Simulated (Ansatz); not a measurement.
**Sensitivity of the G0W0 gap of Cs2LiScF6 (Fm-3m)**

Aim: change settings of a G0W0 run on Cs2LiScF6 (Fm-3m) and see what moves.

Program: Ansatz 0.2.0. Level of theory: G0W0 on PBE, plane waves, PAW; PAW set soft_1. Results are calculated unless marked as measured.

**1. Set-up**

Symmetry: Fm-3m, No. 225, cubic system. Conventional cell: a = 8.791 Å, b = 8.791 Å, c = 8.791 Å, α = 90.00°, β = 90.00°, γ = 90.00°. Nearest to Cs lie 12 F at 3.11 Å. Nearest to Li lie 6 F at 2.33 Å. Nearest to Sc lie 6 F at 2.06 Å. F has 1 Sc at 2.06 Å and 1 Li at 2.33 Å and 4 Cs at 3.11 Å nearest. Farther neighbours and most contacts between anions are not listed.

The cell and positions are those that the Materials Project relaxed with its own functionals (PBE, PBE+U or r2SCAN), kept fixed. Spin-orbit coupling is left out unless a step names it.

**2. The base run: 2×2×2 mesh, 432 empty bands, screening to 108 eV, PAW set soft_1 files**

Now the one-shot GW correction: screening in the RPA, then the self-energy of the levels asked for. This step takes PAW set soft_1 files.

input.yaml reads:

```yaml
crystal:
  lattice:
    - [0.0, 4.3957373378, 4.3957373378]
    - [4.3957373378, 0.0, 4.3957373378]
    - [4.3957373378, 4.3957373378, 0.0]
  atoms:
    - { symbol: Cs, position: [0.75, 0.75, 0.75] }
    - { symbol: Cs, position: [0.25, 0.25, 0.25] }
    - { symbol: Li, position: [0.5, 0.5, 0.5] }
    - { symbol: Sc, position: [0.0, 0.0, 0.0] }
    - { symbol: F, position: [0.76533224, 0.23466776, 0.23466776] }
    - { symbol: F, position: [0.23466776, 0.23466776, 0.76533224] }
    - { symbol: F, position: [0.23466776, 0.76533224, 0.76533224] }
    - { symbol: F, position: [0.23466776, 0.76533224, 0.23466776] }
    - { symbol: F, position: [0.76533224, 0.23466776, 0.76533224] }
    - { symbol: F, position: [0.76533224, 0.76533224, 0.23466776] }
kpoints:
  mp_grid: { grid: [2, 2, 2] }
hamiltonian:
  xc: pbe
  pseudopotentials: { kind: paw, azcp: { folder: soft_1 } }
scf:
  occupations: { method: fixed }
gw:
  n_empty_bands: 432
  ecut_chi: 108
  qp_bands: [v3, c3]
  qp_kpoints: band_edges
  screening: { model: contour_deformation }
```

Launch:

```sh
$ ansatz run input.yaml --threads 2 --pin off --max-ram 92160MiB --backend cuda --events-out ev --progress --plain --runs-dir out --devices 1 --max-vram 13GiB
```

Numbers of over 12 decimals in the logs are rounded to 6 here.

What it wrote:

```text
GPUs: using 1 of 1 available (devices: 1).
Engine: ansatz 0.2.0, x86_64-unknown-linux-gnu
Pseudopotentials: kind: paw
Pseudopotential: Cs, paw, valence charge 9, recommended cutoff 420 eV (normal), soft_1/Cs.paw.azcp
Pseudopotential: Li, paw, valence charge 3, recommended cutoff 420 eV (normal), soft_1/Li.paw.azcp
Pseudopotential: Sc, paw, valence charge 11, recommended cutoff 420 eV (normal), soft_1/Sc.paw.azcp
Pseudopotential: F, paw, valence charge 7, recommended cutoff 420 eV (normal), soft_1/F.paw.azcp
Functional definition: PBE
  parameter kappa = 0.804
  parameter beta = 0.066725
  exchange = pbe_x(kappa = kappa, mu = beta*pi^2/3)
  correlation = pbe_c(beta = beta)
device memory: the entry about to start is reckoned to put 2.3 GiB on a device that reports 41.2 GiB free (of which the cap on the GPU budget leaves the run 13.0 GiB)
GPU FFT provider: cuFFT
GPU libraries: cuBLAS 13.8.2, cuFFT 12.4.0, cuSOLVER 12.3.4
Crystal: 10 atoms, lattice volume = 169.873 Å³
Basis set: ecut = 420 eV, 3287 PW (Γ)
Bands: 47, of which v1, the nominal top of the filled ones, is band 37 counted from 1 (36 counted from 0)
Symmetry: 48 space group operations
Space group: Fm-3m (ITA 225), of the structure as read, at distance tolerance 5.5e-5 Å
k-points: 3 of 8
Non-local potential: Cs, projectors of the file, l = 0: 3, l = 1: 2, l = 2: 2, l = 3: 2
Non-local potential: Li, projectors of the file, l = 0: 3, l = 1: 2, l = 2: 1
Non-local potential: Sc, projectors of the file, l = 0: 3, l = 1: 2, l = 2: 3, l = 3: 1
Non-local potential: F, projectors of the file, l = 0: 2, l = 1: 2, l = 2: 1
PAW form: soft (Blöchl's): semilocal exchange-correlation on the pseudo side does not see the compensation charge
PAW one-centre angular grid: Cs, 194 points (default); XC on 64 Gauss nodes
PAW one-centre angular grid: Li, 110 points (default); XC on 96 Gauss nodes
PAW one-centre angular grid: Sc, 590 points (default); XC on 64 Gauss nodes
PAW one-centre angular grid: F, 110 points (default); XC on 64 Gauss nodes
Initial density: superposition of atomic densities (chi_scale 0.1, normalization cell, long waves kept (reshape's long-wave potential 0.00 eV rms))
Initial wavefunctions: pseudopotential atomic-orbital guess
GPU buffer pool allocated for 91125 grid points (all kernels)
GPU transforms: local potential and band sums: pruned to the plane-wave sphere, on 45×45×45
Functional: x = pbe(κ = 0.804, μ = 0.219515), c = pbe(β = 0.066725)
SCF iter   1: F=—  HF=-18555.632696 eV  |F-HF|=—  |Δ(HF+E_count)|=         —  Δρ=1.45e-1  dr2=3.54e1  ethr=3.10e-3  ⟨swp⟩=4.0  Hψ=490  notcnv=0  defer=18
preconditioner: auto → Resta (q_TF=auto, 2.375 Å⁻¹)  ε∞=4.3  [insulator: Δε(μ)=2.796 eV  Ē_g=12.595 eV  n_scr=50 (ndim 8)  ℏωp=22.8 eV  f_vac=0.001  ε∞_Penn≈4.3]
[...]
E_local      = -5546.741213  (includes V_loc(G=0)·N_el)
  E_nonlocal   = 686.259104
  E_hartree    = 2127.548125
  E_xc         = -921.625807
  E_vxc        = -992.089747  (∫ρ·V_xc dr)
  E_paw        = -12362.259901  (= ΣΔE_a)
  E_vpaw       = -637.128018  (= ΣTr[D̂ρ^β])
  E_aug_tail   = 0.004553  (compensation charges beyond the density's cutoff)
  E_ewald      = -4230.957613
  E_smearing   = -0.000000  (= −TS)
  E_closure    = 0.000000  (closes the sum)
  Σ components = -18548.705003   (vs F -18548.705003, Δ=0.00e0)
--- Band table (eV) ---
  k-point 0: bands = [... 33 lower, 2.1888, 2.1987, 2.1987, 2.1987, 8.8878, 8.8878, 8.8878, 9.8049, ... 6 higher]
  k-point 1: bands = [... 33 lower, 2.1142, 2.1142, 2.1152, 2.1152, 8.9411, 8.9411, 8.9627, 10.7415, ... 6 higher]
  k-point 2: bands = [... 33 lower, 1.9760, 2.0525, 2.0525, 2.1878, 8.9329, 9.0180, 9.0180, 10.2798, ... 6 higher]
--- G₀W₀: contour deformation, 5 samples at zero and on the imaginary axis and 0 off it, 8 q-points, 432 empty bands' worth ---
  eigenvalues of the whole cell's RPA ε∞ on this k-mesh (on a slab, of 1 + 4πα/V) = 2.3350, 2.3350, 2.3350; static W/v taken at q = 0 is 0.428267
  bands read: the sum over 469 bands ends inside a degenerate multiplet in 1 slot, whose members it reads at an even weight; the widest, k=1: bands 469 to 470 (counted from 1) at 1/2 each
  gw.qp_kpoints: band_edges: 3 of 3 stored k-points solved, in 1 pass; an edge of the gap read off the rows below is read off those points alone
  `?` marks the rows in doubt; gw_qp.tsv's column doubts and the gw_qp event give each row's grounds
    ik  band        ε_KS         Σx   Σc(E_QP)       V_xc       Z   E_QP_lin       E_QP  E_QP is
     0    35      2.1987   -31.4866     5.9999   -23.6249  0.7680     0.2881     0.3369  root
     0    36      2.1987   -31.4866     5.9999   -23.6249  0.7680     0.2881     0.3369  root
     0    37      2.1987   -31.4866     5.9999   -23.6249  0.7680     0.2881     0.3369  root
     0    38      8.8878   -11.3326    -5.7378   -19.7388  0.7946    11.6555    11.5562  root
     0    39      8.8878   -11.3326    -5.7378   -19.7388  0.7946    11.6555    11.5562  root
     0    40      8.8878   -11.3326    -5.7378   -19.7388  0.7946    11.6555    11.5562  root
     1    35      2.1142   -30.8211     5.7506   -23.2031  0.7720     0.1986     0.2468  root
     1    36      2.1152   -30.6650     5.5436   -23.2677  0.7767     0.2162     0.2615  root
     1    37      2.1152   -30.6650     5.5436   -23.2677  0.7767     0.2162     0.2615  root
     1    38      8.9411   -11.5292    -5.7370   -19.9477  0.7933    11.7240    11.6227  root ?
     1    39      8.9411   -11.5292    -5.7370   -19.9477  0.7933    11.7240    11.6227  root ?
     1    40      8.9627   -11.5807    -5.8078   -20.0951  0.7919    11.7744    11.6694  root ?
     2    35      2.0525   -30.3477     5.5038   -22.9707  0.7764     0.1319     0.1793  root
     2    36      2.0525   -30.3477     5.5038   -22.9707  0.7764     0.1319     0.1793  root
     2    37      2.1878   -31.4358     5.9892   -23.5856  0.7681     0.2780     0.3267  root
     2    38      8.9329   -11.3714    -5.8521   -19.9286  0.7924    11.7429    11.6380  root ?
     2    39      9.0180   -11.9416    -5.7856   -20.4532  0.7900    11.8516    11.7440  root ?
     2    40      9.0180   -11.9416    -5.7856   -20.4532  0.7900    11.8516    11.7440  root ?
[key lines of the parts left out:]
SCF converged after 10 iterations
Free energy (F): -18548.705003 eV
Fermi energy:    2.198681 eV
```

Run time: 12 s. Hardware: 1 × NVIDIA H100 80GB HBM3 (shared by 6 runs) with 2 threads of AMD EPYC 7R13 (Zen 3), shared host; peak memory 1.2 GiB; 11 s of CPU time.

In the SCF lines HF is the Harris–Foulkes energy and dr2 the Hartree energy of the density residual, in eV; the loop may stop once dr2 is under the threshold and the program's other checks hold. Hψ counts applications of the Hamiltonian.

Numbers from this step:

* bands summed: 469
* RPA ε∞ on this mesh (eigenvalues): 2.335, 2.335, 2.335
* plane waves in the screening matrix: 411
* q-points in the mesh: 8
* G0W0 gap on the mesh: 11.22 eV
* k of the valence top: 0, 0, 0
* k of the conduction bottom: 0, 0, 0
* starting gap on the mesh: 6.689 eV
* Z at the valence top: 0.7680
* Z at the conduction bottom: 0.7946
* least direct G0W0 gap on the computed points: 11.22 eV

The gap on the mesh goes from 6.69 eV to 11.22 eV, a correction of +4.53 eV. Between the two edge states, bare exchange in place of the xc potential would open the gap by 16.27 eV, and correlation takes back 11.74 eV.

**3. Variant: wavefunction cutoff**

Changes to input.yaml since step 2:

```diff
@@ -24,4 +24,4 @@
 gw:
-  n_empty_bands: 432
-  ecut_chi: 108
+  n_empty_bands: 385
+  ecut_chi: 100
   qp_bands: [v3, c3]
@@ -29 +29,3 @@
   screening: { model: contour_deformation }
+basis:
+  ecutwfc: 600
```

What it wrote:

```text
GPUs: using 1 of 1 available (devices: 1).
[...]
GPU FFT provider: cuFFT
GPU libraries: cuBLAS 13.8.2, cuFFT 12.4.0, cuSOLVER 12.3.4
Crystal: 10 atoms, lattice volume = 169.873 Å³
Basis set: ecut = 600 eV, 5769 PW (Γ)
Bands: 47, of which v1, the nominal top of the filled ones, is band 37 counted from 1 (36 counted from 0)
[... 1 set-up line as in the run before ...]
[...]
k-points: 3 of 8
[...]
GPU buffer pool allocated for 125000 grid points (all kernels)
[...]
SCF iter   1: F=—  HF=-18555.656989 eV  |F-HF|=—  |Δ(HF+E_count)|=         —  Δρ=1.45e-1  dr2=3.53e1  ethr=3.10e-3  ⟨swp⟩=4.0  Hψ=444  notcnv=0  defer=20
[...]
SCF iter  10: F=-18548.724856 eV  HF=-18548.724856 eV  |F-HF|=2.27e-9  |Δ(HF+E_count)|=   2.09e-8  Δρ=1.03e-6  dr2=1.62e-9  ethr=1.35e-10  ⟨swp⟩=9.7  Hψ=535  notcnv=0
SCF 1 converged in 10 iterations: F = -18548.724856 eV  dr2 = 1.62e-9
[...]
NSCF: frozen V_eff on 3 k-points
[...]
G₀W₀ screening: q 1/3
[... further progress lines ...]
[...]
SCF converged after 10 iterations
Free energy (F): -18548.724856 eV
[...]
Internal energy: -18548.724856 eV  (E = F + TS)
E sigma→0 (E₀):  -18548.724856 eV
Fermi energy:    2.198856 eV
[...]
--- Band table (eV) ---
  k-point 0: bands = [... 33 lower, 2.1890, 2.1989, 2.1989, 2.1989, 8.8878, 8.8878, 8.8878, 9.8044, ... 6 higher]
  k-point 1: bands = [... 33 lower, 2.1145, 2.1145, 2.1155, 2.1155, 8.9412, 8.9412, 8.9628, 10.7417, ... 6 higher]
  k-point 2: bands = [... 33 lower, 1.9763, 2.0528, 2.0528, 2.1881, 8.9330, 9.0180, 9.0180, 10.2800, ... 6 higher]
[...]
0    35      2.1989   -31.4893     6.0097   -23.6255  0.7687     0.2963     0.3447  root
     0    36      2.1989   -31.4893     6.0097   -23.6255  0.7687     0.2963     0.3447  root
     0    37      2.1989   -31.4893     6.0097   -23.6255  0.7687     0.2963     0.3447  root
     0    38      8.8878   -11.3323    -5.6959   -19.7372  0.7950    11.6997    11.5969  root ?
     0    39      8.8878   -11.3323    -5.6959   -19.7372  0.7950    11.6997    11.5969  root ?
     0    40      8.8878   -11.3323    -5.6959   -19.7372  0.7950    11.6997    11.5969  root ?
     1    35      2.1145   -30.8237     5.7612   -23.2038  0.7727     0.2080     0.2557  root
     1    36      2.1155   -30.6676     5.5562   -23.2682  0.7774     0.2275     0.2723  root
     1    37      2.1155   -30.6676     5.5562   -23.2682  0.7774     0.2275     0.2723  root
     1    38      8.9412   -11.5289    -5.6950   -19.9462  0.7938    11.7682    11.6634  root ?
     1    39      8.9412   -11.5289    -5.6950   -19.9462  0.7938    11.7682    11.6634  root ?
     1    40      8.9628   -11.5805    -5.7654   -20.0936  0.7924    11.8192    11.7105  root ?
     2    35      2.0528   -30.3501     5.5166   -22.9713  0.7771     0.1437     0.1905  root
     2    36      2.0528   -30.3501     5.5166   -22.9713  0.7771     0.1437     0.1905  root
     2    37      2.1881   -31.4383     5.9984   -23.5857  0.7689     0.2856     0.3339  root
     2    38      8.9330   -11.3712    -5.8096   -19.9272  0.7929    11.7879    11.6793  root ?
     2    39      9.0180   -11.9413    -5.7428   -20.4514  0.7905    11.8966    11.7853  root ?
     2    40      9.0180   -11.9413    -5.7428   -20.4514  0.7905    11.8966    11.7853  root ?
```

It took 11 s on 1 × NVIDIA H100 80GB HBM3 (shared by 6 runs) with 2 threads; peak memory 1.3 GiB; 11 s of CPU time.

The G0W0 gap on the mesh is 11.252 eV.

Against the base:

```tsv
setting	base	variant
empty bands	432	385
screening cutoff (eV)	108	100
typed cutoff	-	600
```

```tsv
quantity	variant	base
starting gap on the mesh	6.689	6.689
G0W0 gap on the mesh	11.252	11.219
least direct G0W0 gap on the computed points	11.252	11.219
Z at the valence top	0.769	0.768
Z at the conduction bottom	0.795	0.795
```

**4. Variant: low screening cutoff**

Changes to input.yaml since step 3:

```diff
@@ -24,4 +24,4 @@
 gw:
-  n_empty_bands: 385
-  ecut_chi: 100
+  n_empty_bands: 507
+  ecut_chi: 40
   qp_bands: [v3, c3]
@@ -29,3 +29 @@
   screening: { model: contour_deformation }
-basis:
-  ecutwfc: 600
```

What it wrote:

```text
GPUs: using 1 of 1 available (devices: 1).
[...]
GPU FFT provider: cuFFT
GPU libraries: cuBLAS 13.8.2, cuFFT 12.4.0, cuSOLVER 12.3.4
Crystal: 10 atoms, lattice volume = 169.873 Å³
Basis set: ecut = 420 eV, 3287 PW (Γ)
Bands: 47, of which v1, the nominal top of the filled ones, is band 37 counted from 1 (36 counted from 0)
[... 1 set-up line as in the run before ...]
[...]
k-points: 3 of 8
[...]
GPU buffer pool allocated for 91125 grid points (all kernels)
[...]
SCF iter   1: F=—  HF=-18555.632696 eV  |F-HF|=—  |Δ(HF+E_count)|=         —  Δρ=1.45e-1  dr2=3.54e1  ethr=3.10e-3  ⟨swp⟩=4.0  Hψ=490  notcnv=0  defer=18
[...]
SCF iter  10: F=-18548.705003 eV  HF=-18548.705003 eV  |F-HF|=2.09e-9  |Δ(HF+E_count)|=   2.18e-8  Δρ=1.00e-6  dr2=1.56e-9  ethr=1.35e-10  ⟨swp⟩=9.0  Hψ=523  notcnv=0
SCF 1 converged in 10 iterations: F = -18548.705003 eV  dr2 = 1.56e-9
[...]
G₀W₀ screening: q 1/3
[... further progress lines ...]
[...]
SCF converged after 10 iterations
Free energy (F): -18548.705003 eV
[...]
Internal energy: -18548.705003 eV  (E = F + TS)
E sigma→0 (E₀):  -18548.705003 eV
Fermi energy:    2.198681 eV
[...]
--- Band table (eV) ---
  k-point 0: bands = [... 33 lower, 2.1888, 2.1987, 2.1987, 2.1987, 8.8878, 8.8878, 8.8878, 9.8049, ... 6 higher]
  k-point 1: bands = [... 33 lower, 2.1142, 2.1142, 2.1152, 2.1152, 8.9411, 8.9411, 8.9627, 10.7415, ... 6 higher]
  k-point 2: bands = [... 33 lower, 1.9760, 2.0525, 2.0525, 2.1878, 8.9329, 9.0180, 9.0180, 10.2798, ... 6 higher]
[...]
0    35      2.1987   -31.4866     5.4765   -23.6249  0.7863    -0.2724    -0.1865  root
     0    36      2.1987   -31.4866     5.4765   -23.6249  0.7863    -0.2724    -0.1865  root
     0    37      2.1987   -31.4866     5.4765   -23.6249  0.7863    -0.2724    -0.1865  root
     0    38      8.8878   -11.3326    -5.4808   -19.7388  0.8062    11.9341    11.8132  root ?
     0    39      8.8878   -11.3326    -5.4808   -19.7388  0.8062    11.9341    11.8132  root ?
     0    40      8.8878   -11.3326    -5.4808   -19.7388  0.8062    11.9341    11.8132  root ?
     1    35      2.1142   -30.8211     5.2699   -23.2031  0.7897    -0.3153    -0.2339  root
     1    36      2.1152   -30.6650     5.0959   -23.2677  0.7942    -0.2607    -0.1862  root
     1    37      2.1152   -30.6650     5.0959   -23.2677  0.7942    -0.2607    -0.1862  root
     1    38      8.9411   -11.5292    -5.4831   -19.9477  0.8052    11.9996    11.8766  root ?
     1    39      8.9411   -11.5292    -5.4831   -19.9477  0.8052    11.9996    11.8766  root ?
     1    40      8.9627   -11.5807    -5.5460   -20.0951  0.8039    12.0593    11.9312  root ?
     2    35      2.0525   -30.3477     5.0685   -22.9707  0.7938    -0.3325    -0.2560  root
     2    36      2.0525   -30.3477     5.0685   -22.9707  0.7938    -0.3325    -0.2560  root
     2    37      2.1878   -31.4358     5.4646   -23.5856  0.7864    -0.2837    -0.1979  root
     2    38      8.9329   -11.3714    -5.5832   -19.9286  0.8042    12.0355    11.9069  root ?
     2    39      9.0180   -11.9416    -5.5305   -20.4532  0.8024    12.1295    11.9991  root ?
     2    40      9.0180   -11.9416    -5.5305   -20.4532  0.8024    12.1295    11.9991  root ?
```

Elapsed: 9.5 s, on 1 × NVIDIA H100 80GB HBM3 (shared by 6 runs) with 2 threads; peak memory 1.2 GiB; 10 s of CPU time.

Against the base:

```tsv
setting	base	variant
empty bands	432	507
screening cutoff (eV)	108	40
```

```tsv
quantity	variant	base
starting gap on the mesh	6.689	6.689
G0W0 gap on the mesh	11.999	11.219
least direct G0W0 gap on the computed points	12.000	11.219
Z at the valence top	0.794	0.768
Z at the conduction bottom	0.806	0.795
```

**5. Outcome**

```json
{
 "base": "11.22 eV, 12 s",
 "wavefunction cutoff": "11.25 eV, 11 s",
 "low screening cutoff": "12.00 eV, 9.5 s"
}
```

Wavefunction cutoff: the gap moves by +0.03 eV (the plane-wave cutoff goes from 420 to 600 eV). The variant differs from the base in empty bands, screening cutoff and typed cutoff together, so the change can't be laid to one of them. Low screening cutoff: the gap moves by +0.78 eV; such settings are too crude to quote. The variant differs from the base in empty bands and screening cutoff together, so the change can't be laid to one of them. All runs here use a coarse mesh and modest cutoffs; they test settings and are not final values. The 2×2×2 mesh is coarse for this cell (its supercell is 12 Å along the shortest edge). The RPA ε∞ on it, from the PBE start, is 2.33; such meshes misread the long-range screening, most where the gap is narrow. The many-body steps are scalar-relativistic: spin-orbit coupling is not in them.

[Paths, hosts, dates, memory and timing lines, banners, echoed tables and standing remarks are left out of the program output.]

[Logs are printed without paths, hosts, clocks, repeated set-up lines and the standing remarks that a program may print on its own settings, such as how far it seeks lower states.]

[Runs of the session that timed out or met a known fault of the program may be left out.]

[Cells called generated may have been cut or substituted from an entry of the Crystallography Open Database or the Materials Project.]

[Hosts, paths, dates, database ids (printed as entryN), source tags and the programs' standing remarks are cut or masked in the printed files.]
